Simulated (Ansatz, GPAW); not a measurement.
# Screening of a field by a 8-layer slab of Au(100)

How does a 8-layer slab of Au(100) screen a perpendicular field?

Calculated with GPAW 26.7.0 and Ansatz 0.2.0; Ansatz plane waves; slab in vacuum with a dipole correction, relaxation, in the first sound run; inputs show where later runs differ.

## 1. The structure

The cell holds 8 atoms: 8 Au. Its edges and angles: a = 2.885 Å, b = 2.885 Å, c = 30.280 Å, α = 90.0°, β = 90.0°, γ = 90.0°. Vacuum lies along c.

## 2. Relaxing the atoms

Forces are removed first; all later runs use this geometry. The lowest 4 atoms are held at bulk positions and keep their forces.

The input, input.yaml:

```yaml
crystal:
  lattice:
    - [2.8849956672, 0.0, 0.0]
    - [0.0, 2.8849956672, 0.0]
    - [0.0, 0.0, 30.28]
  atoms:
    - { symbol: Au, position: [0.5, 0.5, 0.2642007926] }
    - { symbol: Au, position: [0.0, 0.0, 0.3315719947] }
    - { symbol: Au, position: [0.5, 0.5, 0.3989431968] }
    - { symbol: Au, position: [0.0, 0.0, 0.4663143989] }
    - { symbol: Au, position: [0.5, 0.5, 0.5336856011] }
    - { symbol: Au, position: [0.0, 0.0, 0.6010568032] }
    - { symbol: Au, position: [0.5, 0.5, 0.6684280053] }
    - { symbol: Au, position: [0.0, 0.0, 0.7357992074] }
kpoints:
  mp_grid: { grid: [11, 11, 1] }
hamiltonian:
  xc: pbe
scf:
  occupations: { method: fermi_dirac, width: 0.1 }
efield:
  axis: 3
  dipole_correction: true
  ramp_width: 0.05
relax:
  f_tol: 0.02
  max_steps: 60
  constraints: [{ sites: [0, 1, 2, 3] }]
output:
  write_potential: true
  write_density: true
  volumetric_format: npy
```

Started as:

```sh
$ ansatz run input.yaml --threads 4 --pin off --max-ram 8192MiB --backend cpu --events-out ev --progress --plain --runs-dir out
```

Numbers of over 12 decimals in the logs are rounded to 6 here.

The log of the run:

```text
Engine: ansatz 0.2.0, x86_64-unknown-linux-gnu
Pseudopotentials: kind: paw
Pseudopotential: Au, paw, valence charge 19, recommended cutoff 420 eV (normal), Au.paw.azcp
Functional definition: PBE
  parameter kappa = 0.804
  parameter beta = 0.066725
  exchange = pbe_x(kappa = kappa, mu = beta*pi^2/3)
  correlation = pbe_c(beta = beta)
Crystal: 8 atoms, lattice volume = 252.026 Å³
Basis set: ecut = 420 eV, 4905 PW (Γ), exchange–correlation on 40×40×432 points (8 copies of the dense FFT grid, shifted against one another)
Bands: 92, of which v1, the nominal top of the filled ones, is band 76 counted from 1 (75 counted from 0)
Symmetry: 8 space group operations
k-points: 21 of 121
Non-local potential: Au, projectors of the file, l = 0: 3, l = 1: 2, l = 2: 2, l = 3: 1
PAW form: soft (Blöchl's): semilocal exchange-correlation on the pseudo side does not see the compensation charge
PAW one-centre angular grid: Au, 590 points (default); XC on 64 Gauss nodes
Initial density: superposition of atomic densities (neutral atoms: chi_scale 0, normalization atom), corrected by the library's trained network
Initial wavefunctions: pseudopotential atomic-orbital guess
Functional: x = pbe(κ = 0.804, μ = 0.219515), c = pbe(β = 0.066725)
SCF iter   1: F=—  HF=-105193.702477 eV  |F-HF|=—  |Δ(HF+E_count)|=         —  Δρ=4.13e-3  dr2=1.69e0  ethr=1.77e-3  p=0.000 e·Å  D=4.07e-13 V/Å  ΔV_dip=-0.00 eV  dr2_dipole=6.56e-7  V_vac-E_F(+/−)=4.61/4.61 eV  ⟨swp⟩=6.8  Hψ=7649  notcnv=0  defer=82
efield: sawtooth ramp at fractional position 0.9750 (placed from the atoms, in the widest stretch of the axis that holds none; the zero of the levels goes with the place), width 0.0500; the density the first Hamiltonian is built on has a dipole p = 0.000 e·Å; the dipole correction subtracts the counter field D = 4.07e-13 V/Å, which shifts the + side's vacuum level by -0.00 eV against the − side's; the planar-averaged density in the ramp window peaks in size at 2.3e-5 e/Å³
preconditioner: auto → LDOS  [metal: Δε(μ)=0.114 eV  Ē_g=9.569 eV  σ=0.100 eV  W_gap=0.26  n_scr=68 (ndim 8)  ℏωp=21.9 eV  f_vac=0.428  D(μ)=1.97/eV (n_scr^D=10)  β→1.0]
SCF iter   2: F=—  HF=-105193.649776 eV  |F-HF|=—  |Δ(HF+E_count)|=   5.27e-2  Δρ=1.90e-3  dr2=9.12e-2  ethr=1.11e-3  p=-0.000 e·Å  D=-2.31e-6 V/Å  ΔV_dip=0.00 eV  dr2_dipole=1.18e-6  V_vac-E_F(+/−)=5.25/5.25 eV  ⟨swp⟩=1.7  Hψ=2268  notcnv=0  defer=144
SCF iter   3: F=—  HF=-105193.645443 eV  |F-HF|=—  |Δ(HF+E_count)|=   4.33e-3  Δρ=8.35e-4  dr2=5.32e-3  ethr=6.00e-5  p=0.000 e·Å  D=8.10e-6 V/Å  ΔV_dip=-0.00 eV  dr2_dipole=4.44e-8  V_vac-E_F(+/−)=5.06/5.07 eV  ⟨swp⟩=2.0  Hψ=2374  notcnv=0  defer=145
SCF iter   4: F=—  HF=-105193.644710 eV  |F-HF|=—  |Δ(HF+E_count)|=   7.33e-4  Δρ=2.64e-4  dr2=3.30e-4  ethr=3.50e-6  p=-0.000 e·Å  D=-2.06e-6 V/Å  ΔV_dip=0.00 eV  dr2_dipole=7.53e-9  V_vac-E_F(+/−)=5.12/5.12 eV  ⟨swp⟩=2.3  Hψ=2982  notcnv=0  defer=142
SCF iter   5: F=—  HF=-105193.644661 eV  |F-HF|=—  |Δ(HF+E_count)|=   4.89e-5  Δρ=5.68e-5  dr2=1.24e-5  ethr=2.17e-7  p=-0.000 e·Å  D=-2.84e-7 V/Å  ΔV_dip=0.00 eV  dr2_dipole=1.01e-9  V_vac-E_F(+/−)=5.11/5.11 eV  ⟨swp⟩=2.7  Hψ=3292  notcnv=0  defer=141
SCF iter   6: F=-105193.644660 eV  HF=-105193.644661 eV  |F-HF|=3.01e-7  |Δ(HF+E_count)|=   7.16e-7  Δρ=1.94e-5  dr2=1.15e-6  ethr=6.58e-9  p=-0.000 e·Å  D=-1.93e-7 V/Å  ΔV_dip=0.00 eV  dr2_dipole=1.96e-10  V_vac-E_F(+/−)=5.11/5.11 eV  ⟨swp⟩=12.9  Hψ=16742  notcnv=0
SCF 1 converged in 6 iterations: F = -105193.644660 eV  dr2 = 1.15e-6
  greatest PAW one-centre occupation: 1.000 electrons in one spin orbital (limit 2), on the Au atom at site 2 (counted from 0), in its partial waves of l = 0
relax step   1: F+E_penalty+E_count = -105193.64466037 eV  Δ(F+E_penalty+E_count) = +0.000e0 eV  max|allowed force component| = 3.183e-1 eV/Å  Δτ_max = 0.0000 Å  (6 SCF iters, dr2 threshold 1.00e-5 eV, accepted)
Initial density: handed on by an earlier stage of this run
Initial wavefunctions: those handed on with the density
iter 1 solved again at ethr=7.04e-5 eV; its pass at ethr=3.10e-3 eV (dr2=1.07e-1 eV) is discarded
SCF iter   1: F=—  HF=-105193.723846 eV  |F-HF|=—  |Δ(HF+E_count)|=         —  Δρ=5.56e-3  dr2=1.05e-1  ethr=7.04e-5  p=-0.000 e·Å  D=-1.64e-6 V/Å  ΔV_dip=0.00 eV  dr2_dipole=2.15e-3  V_vac-E_F(+/−)=5.13/5.13 eV  ⟨swp⟩=2.0  Hψ=7666  notcnv=0  defer=134
efield: sawtooth ramp at fractional position 0.9750 (handed on by an earlier solve), width 0.0500; the density the first Hamiltonian is built on has a dipole p = -0.000 e·Å; the dipole correction subtracts the counter field D = -1.64e-6 V/Å, which shifts the + side's vacuum level by +0.00 eV against the − side's; the planar-averaged density in the ramp window peaks in size at 1.8e-5 e/Å³
preconditioner: auto → LDOS  [metal: Δε(μ)=0.048 eV  Ē_g=9.629 eV  σ=0.100 eV  W_gap=0.12  n_scr=68 (ndim 8)  ℏωp=21.9 eV  f_vac=0.423  D(μ)=2.02/eV (n_scr^D=10)  β→1.0]
SCF iter   2: F=—  HF=-105193.724279 eV  |F-HF|=—  |Δ(HF+E_count)|=   4.33e-4  Δρ=3.94e-3  dr2=1.16e-1  ethr=6.90e-5  p=0.008 e·Å  D=5.99e-3 V/Å  ΔV_dip=-0.18 eV  dr2_dipole=1.86e-2  V_vac-E_F(+/−)=4.93/5.11 eV  ⟨swp⟩=2.2  Hψ=3092  notcnv=0  defer=134
SCF iter   3: F=—  HF=-105193.702310 eV  |F-HF|=—  |Δ(HF+E_count)|=   2.20e-2  Δρ=8.14e-4  dr2=2.86e-3  ethr=6.90e-5  p=-0.002 e·Å  D=-1.36e-3 V/Å  ΔV_dip=0.04 eV  dr2_dipole=2.19e-4  V_vac-E_F(+/−)=5.15/5.11 eV  ⟨swp⟩=2.0  Hψ=2963  notcnv=0  defer=134
SCF iter   4: F=—  HF=-105193.701806 eV  |F-HF|=—  |Δ(HF+E_count)|=   5.04e-4  Δρ=3.56e-4  dr2=6.20e-4  ethr=1.88e-6  p=-0.001 e·Å  D=-4.07e-4 V/Å  ΔV_dip=0.01 eV  dr2_dipole=5.73e-5  V_vac-E_F(+/−)=5.12/5.11 eV  ⟨swp⟩=2.8  Hψ=3364  notcnv=0  defer=146
SCF iter   5: F=—  HF=-105193.701683 eV  |F-HF|=—  |Δ(HF+E_count)|=   1.23e-4  Δρ=1.38e-4  dr2=7.51e-5  ethr=4.08e-7  p=-0.001 e·Å  D=-7.78e-4 V/Å  ΔV_dip=0.02 eV  dr2_dipole=8.63e-6  V_vac-E_F(+/−)=5.13/5.11 eV  ⟨swp⟩=2.0  Hψ=2576  notcnv=0  defer=146
SCF iter   6: F=-105193.701663 eV  HF=-105193.701667 eV  |F-HF|=3.76e-6  |Δ(HF+E_count)|=   1.63e-5  Δρ=2.93e-5  dr2=4.29e-6  ethr=4.17e-9  p=-0.001 e·Å  D=-9.54e-4 V/Å  ΔV_dip=0.03 eV  dr2_dipole=6.43e-7  V_vac-E_F(+/−)=5.14/5.11 eV  ⟨swp⟩=12.0  Hψ=17974  notcnv=0
SCF 2 converged in 6 iterations: F = -105193.701663 eV  dr2 = 4.29e-6
  greatest PAW one-centre occupation: 1.000 electrons in one spin orbital (limit 2), on the Au atom at site 5 (counted from 0), in its partial waves of l = 0
[...]
SCF iter   3: F=—  HF=-105193.726246 eV  |F-HF|=—  |Δ(HF+E_count)|=   2.25e-2  Δρ=8.78e-4  dr2=3.09e-3  ethr=8.20e-5  p=-0.003 e·Å  D=-2.07e-3 V/Å  ΔV_dip=0.06 eV  dr2_dipole=1.13e-4  V_vac-E_F(+/−)=5.17/5.11 eV  ⟨swp⟩=2.0  Hψ=2866  notcnv=0  defer=148
SCF iter   4: F=—  HF=-105193.725710 eV  |F-HF|=—  |Δ(HF+E_count)|=   5.36e-4  Δρ=4.34e-4  dr2=8.66e-4  ethr=2.03e-6  p=-0.001 e·Å  D=-6.25e-4 V/Å  ΔV_dip=0.02 eV  dr2_dipole=1.01e-4  V_vac-E_F(+/−)=5.12/5.10 eV  ⟨swp⟩=3.0  Hψ=3560  notcnv=0  defer=148
SCF iter   5: F=—  HF=-105193.725448 eV  |F-HF|=—  |Δ(HF+E_count)|=   2.63e-4  Δρ=2.17e-4  dr2=1.85e-4  ethr=5.70e-7  p=-0.001 e·Å  D=-1.01e-3 V/Å  ΔV_dip=0.03 eV  dr2_dipole=2.06e-5  V_vac-E_F(+/−)=5.14/5.10 eV  ⟨swp⟩=2.0  Hψ=2550  notcnv=0  defer=146
SCF iter   6: F=—  HF=-105193.725412 eV  |F-HF|=—  |Δ(HF+E_count)|=   3.60e-5  Δρ=4.89e-5  dr2=1.37e-5  ethr=1.22e-7  p=-0.002 e·Å  D=-1.23e-3 V/Å  ΔV_dip=0.04 eV  dr2_dipole=2.49e-6  V_vac-E_F(+/−)=5.14/5.10 eV  ⟨swp⟩=2.0  Hψ=2793  notcnv=0  defer=146
SCF iter   7: F=-105193.725409 eV  HF=-105193.725409 eV  |F-HF|=2.71e-7  |Δ(HF+E_count)|=   2.51e-6  Δρ=1.01e-5  dr2=4.07e-7  ethr=7.87e-10  p=-0.002 e·Å  D=-1.29e-3 V/Å  ΔV_dip=0.04 eV  dr2_dipole=6.21e-8  V_vac-E_F(+/−)=5.14/5.10 eV  ⟨swp⟩=11.2  Hψ=17102  notcnv=0
SCF 3 converged in 7 iterations: F = -105193.725409 eV  dr2 = 4.07e-7
  greatest PAW one-centre occupation: 1.000 electrons in one spin orbital (limit 2), on the Au atom at site 4 (counted from 0), in its partial waves of l = 0
relax step   3: F+E_penalty+E_count = -105193.72540879 eV  Δ(F+E_penalty+E_count) = -2.375e-2 eV  max|allowed force component| = 3.447e-2 eV/Å  Δτ_max = 0.1711 Å  (7 SCF iters, dr2 threshold 1.20e-6 eV, accepted)
SCF iter   1: F=—  HF=-105193.726068 eV  |F-HF|=—  |Δ(HF+E_count)|=         —  Δρ=6.28e-4  dr2=1.41e-3  ethr=8.77e-6  p=-0.002 e·Å  D=-1.29e-3 V/Å  ΔV_dip=0.04 eV  dr2_dipole=5.53e-5  V_vac-E_F(+/−)=5.15/5.11 eV  ⟨swp⟩=3.4  Hψ=4098  notcnv=0  defer=148
efield: sawtooth ramp at fractional position 0.9750 (handed on by an earlier solve), width 0.0500; the density the first Hamiltonian is built on has a dipole p = -0.002 e·Å; the dipole correction subtracts the counter field D = -1.29e-3 V/Å, which shifts the + side's vacuum level by +0.04 eV against the − side's; the planar-averaged density in the ramp window peaks in size at 2.0e-5 e/Å³
preconditioner: auto → LDOS  [metal: Δε(μ)=0.129 eV  Ē_g=9.547 eV  σ=0.100 eV  W_gap=0.31  n_scr=68 (ndim 8)  ℏωp=21.9 eV  f_vac=0.416  D(μ)=2.02/eV (n_scr^D=10)  β→1.0]
SCF iter   2: F=—  HF=-105193.726025 eV  |F-HF|=—  |Δ(HF+E_count)|=   4.32e-5  Δρ=4.41e-4  dr2=1.47e-3  ethr=9.30e-7  p=-0.001 e·Å  D=-5.20e-4 V/Å  ΔV_dip=0.02 eV  dr2_dipole=4.23e-4  V_vac-E_F(+/−)=5.12/5.10 eV  ⟨swp⟩=2.8  Hψ=3478  notcnv=0  defer=148
SCF iter   3: F=—  HF=-105193.725775 eV  |F-HF|=—  |Δ(HF+E_count)|=   2.50e-4  Δρ=8.91e-5  dr2=4.49e-5  ethr=9.30e-7  p=-0.002 e·Å  D=-1.29e-3 V/Å  ΔV_dip=0.04 eV  dr2_dipole=1.21e-5  V_vac-E_F(+/−)=5.14/5.10 eV  ⟨swp⟩=2.0  Hψ=2756  notcnv=0  defer=148
SCF iter   4: F=—  HF=-105193.725661 eV  |F-HF|=—  |Δ(HF+E_count)|=   1.14e-4  Δρ=4.46e-5  dr2=9.99e-6  ethr=2.95e-8  p=-0.002 e·Å  D=-1.18e-3 V/Å  ΔV_dip=0.04 eV  dr2_dipole=3.24e-6  V_vac-E_F(+/−)=5.14/5.10 eV  ⟨swp⟩=3.0  Hψ=3379  notcnv=0  defer=148
SCF iter   5: F=—  HF=-105193.725659 eV  |F-HF|=—  |Δ(HF+E_count)|=   1.64e-6  Δρ=1.19e-5  dr2=5.82e-7  ethr=6.57e-9  p=-0.002 e·Å  D=-1.26e-3 V/Å  ΔV_dip=0.04 eV  dr2_dipole=8.70e-8  V_vac-E_F(+/−)=5.14/5.10 eV  ⟨swp⟩=2.0  Hψ=2733  notcnv=0  defer=148
SCF iter   6: F=-105193.725659 eV  HF=-105193.725659 eV  |F-HF|=4.41e-9  |Δ(HF+E_count)|=   1.07e-7  Δρ=2.32e-6  dr2=2.39e-8  ethr=6.58e-11  p=-0.002 e·Å  D=-1.27e-3 V/Å  ΔV_dip=0.04 eV  dr2_dipole=4.86e-10  V_vac-E_F(+/−)=5.14/5.10 eV  ⟨swp⟩=11.5  Hψ=14887  notcnv=0
SCF 4 converged in 6 iterations: F = -105193.725659 eV  dr2 = 2.39e-8
relax step   4: F+E_penalty+E_count = -105193.72565895 eV  Δ(F+E_penalty+E_count) = -2.502e-4 eV  max|allowed force component| = 3.894e-3 eV/Å  Δτ_max = 0.0181 Å  (6 SCF iters, accepted)
NSCF: frozen V_eff on 21 k-points
the band table was solved once a step of the walk had ended and its energy, with any forces and stress, was formed, with the checks that follow a solve (10462 applications of the Hamiltonian). They found nothing against the state; the energy, forces and stress were not computed again (output.eigenvalues in the input reference)
WARN: The output density's exchange-correlation potential varies sharply where the density is thin. Do not read a vacuum level from v_tot or v_xc, or from such a field of the output density. On a cell that repeats whose density bears no net charge and no dipole along the vacuum's axis use v_es (v_loc + v_h of the components); under efield.dipole_correction with no amplitude use v_es + v_field, which holds any externa [...]
SCF converged after 6 iterations
Free energy (F): -105193.725659 eV
Harris-Foulkes:  -105193.725659 eV  (|F-HF|=4.41e-9)
Internal energy: -105193.658352 eV  (E = F + TS)
E sigma→0 (E₀):  -105193.692005 eV
Entropy (-TS):   -0.067307 eV (-8.413 meV/atom)
Fermi energy:    8.747923 eV
Dipole field:    D = -0.001294 V/Å  (p = -0.001802 e·Å, saw-weighted, corrected)
Work function:   Φ+ = 5.1427 eV   Φ− = 5.1035 eV
Levels:          The Fermi level and band energies are counted from a zero that moves with the ramp; work functions are not
--- Per-component energies (eV) ---
  E_band       = -3420.047568
  E_kinetic    = 4836.163212
  E_local      = -268730.734020  (includes V_loc(G=0)·N_el)
  E_nonlocal   = 595.165411
  E_hartree    = 132485.737674
  E_xc         = -1821.380992
  E_vxc        = -2198.036263  (∫ρ·V_xc dr)
  E_paw        = -77654.719000  (= ΣΔE_a)
  E_vpaw       = -2894.154527  (= ΣTr[D̂ρ^β])
  E_aug_tail   = 0.011600  (compensation charges beyond the density's cutoff)
  E_efield     = 0.000001  (sawtooth field / dipole correction)
  E_vefield    = 0.024944  (∫n·V_field dr)
  E_ewald      = 105096.097762
  E_smearing   = -0.067307  (= −TS)
  E_closure    = -0.000000  (closes the sum)
  Σ components = -105193.725659   (vs F -105193.725659, Δ=0.00e0)
--- Forces (eV/Å), atoms counted from 1 ---
  atom   1  Au    -0.00000000     0.00000000    -0.32050732
  atom   2  Au    -0.00000000     0.00000000    -0.13785268
  atom   3  Au    -0.00000000     0.00000000     0.00277192
  atom   4  Au     0.00000000     0.00000000     0.45397123
  atom   5  Au     0.00000000     0.00000000     0.00006479
  atom   6  Au     0.00000000     0.00000000     0.00042211
  atom   7  Au    -0.00000000     0.00000000     0.00389375
  atom   8  Au    -0.00000000     0.00000000    -0.00290674
  max |Σ_I F_I| component: 1.43e-4 eV/Å
--- Band table (eV; the first three rows and the last of 21) ---
  k-point 0: bands = [... 72 lower, 6.9097, 6.9097, 6.9140, 6.9736, 7.0730, 7.0730, 7.5261, 9.2276, ... 12 higher]
  k-point 1: bands = [... 72 lower, 6.7054, 6.8133, 6.8627, 6.9971, 7.0557, 7.0741, 8.1705, 9.6771, ... 12 higher]
  k-point 2: bands = [... 72 lower, 6.7274, 6.7684, 6.8601, 6.9974, 7.0135, 7.7730, 9.1083, 10.6149, ... 12 higher]
  k-point 20: bands = [... 72 lower, 9.7369, 10.6620, 10.7855, 11.7280, 11.7383, 12.5742, 12.9989, 13.1719, ... 12 higher]
--- Relaxed structure (4 steps of the walk, 4 accepted, 0 SCFs on fresh bases) ---
  F+E_penalty+E_count = -105193.72565895 eV   max|allowed force component| = 3.894e-3 eV/Å
  atoms:
    - { symbol: Au, position: [0.500000, 0.500000, 0.264201] }
    - { symbol: Au, position: [0.0, 0.0, 0.331572] }
    - { symbol: Au, position: [0.500000, 0.500000, 0.398943] }
    - { symbol: Au, position: [0.0, 0.0, 0.466314] }
    - { symbol: Au, position: [0.500000, 0.500000, 0.537302] }
    - { symbol: Au, position: [0, 0.0, 0.608075] }
    - { symbol: Au, position: [0.500000, 0.500000, 0.678651] }
    - { symbol: Au, position: [0, 0.0, 0.748441] }
```

Run time: 28 s. Hardware: 4 threads of Intel Xeon Platinum 8488C (Sapphire Rapids), shared host; peak memory 0.99 GiB; 1.8 min of CPU time.

Relaxation path:

| step | energy less that of the first step (eV) | largest force component (eV/Å) |
| --- | --- | --- |
| 1 | 0.0000 | 0.3183 |
| 2 | -0.0570 | 0.1384 |
| 3 | -0.0807 | 0.0345 |
| 4 | -0.0810 | 0.0039 |

Forces are held to the 8 operations that the run works with; a distortion that breaks them can't arise in this run.

The atoms that moved most (Å):

| atom | dx | dy | dz | length |
| --- | --- | --- | --- | --- |
| Au8 | 0.000 | 0.000 | 0.383 | 0.383 |
| Au7 | 0.000 | 0.000 | 0.310 | 0.310 |
| Au6 | 0.000 | 0.000 | 0.213 | 0.213 |
| Au5 | 0.000 | 0.000 | 0.109 | 0.109 |

Numbers from this step:

```yaml
free_energy: -105193.7257 eV
smearing_term_ts: 0.06731 eV
symmetry_operations: 8
upper_work_function: 5.143 eV
lower_work_function: 5.103 eV
dipole_along_the_normal: -0.001802 e·Å
dipole_field: -0.001294 V/Å
vacuum_level_above: 13.89 eV
vacuum_level_below: 13.85 eV
```

The electrostatic potential energy of an electron (with the applied field's), less the Fermi level, planar mean oscillates, so the rows of the table below give means over windows of 2.1 Å about each position, cut where the curve ends. Its maxima inside the range that stand out by 2 % of the span (Å: eV): 9.0: -1.55, 11.1: -1.69, 13.0: -1.86, 15.1: -0.692, 17.4: -0.657, 19.5: -0.621, 21.6: -0.678. Its minima: 8.0: -13.9, 10.1: -14.3, 12.1: -14.4, 14.2: -14.3, 16.3: -14.3, 18.4: -14.2, 20.6: -14.2, 22.7: -13.8.

Table of electrostatic potential energy of an electron (with the applied field's), less the Fermi level, planar mean by z; means over each step:

| z (Å) | electrostatic potential energy of an electron (with the applied field's), less the Fermi level, planar mean (eV) |
| --- | --- |
| 1.05 | 5.11 |
| 3.15 | 5.10 |
| 5.25 | 5.02 |
| 7.35 | -4.91 |
| 9.45 | -8.65 |
| 11.55 | -8.77 |
| 13.65 | -8.69 |
| 15.75 | -7.99 |
| 17.85 | -7.98 |
| 19.95 | -7.98 |
| 22.05 | -7.84 |
| 24.15 | 2.13 |
| 26.25 | 5.13 |
| 28.35 | 5.14 |

The valence density, planar mean oscillates, so the rows of the table below give means over windows of 2.1 Å about each position, cut where the curve ends. Its maxima inside the range that stand out by 2 % of the span (Å: e/Å³): 8.0: 2.05, 10.1: 2.04, 12.1: 2.05, 14.2: 2.05, 16.3: 2.05, 18.4: 2.04, 20.6: 2.03, 22.7: 2.03. Its minima: 9.0: 0.351, 11.1: 0.347, 13.0: 0.354, 15.1: 0.297, 17.4: 0.298, 19.5: 0.298, 21.6: 0.308.

The valence density, planar mean by z; means over each step:

z (Å), valence density, planar mean (e/Å³) and a bar:
```
     3.15       0.00 
     5.25       0.00 
     7.35       0.88 ########################
     9.45       1.12 ##############################
    11.55       1.12 ##############################
    13.65       1.11 ##############################
    15.75       1.07 ############################
    17.85       1.07 ############################
    19.95       1.07 #############################
    22.05       1.08 #############################
    24.15       0.19 #####
    26.25       0.00 
    28.35       0.00
```

The relaxation lowered the energy of the cell by 0.0810 eV.

[end of part 1 of 2]

[Logs are printed without paths, hosts, clocks, repeated set-up lines and the standing remarks that a program may print on its own settings, such as how far it seeks lower states.]

[Hosts, paths, dates, database ids (printed as entryN), source tags and the programs' standing remarks are cut or masked in the printed files.]
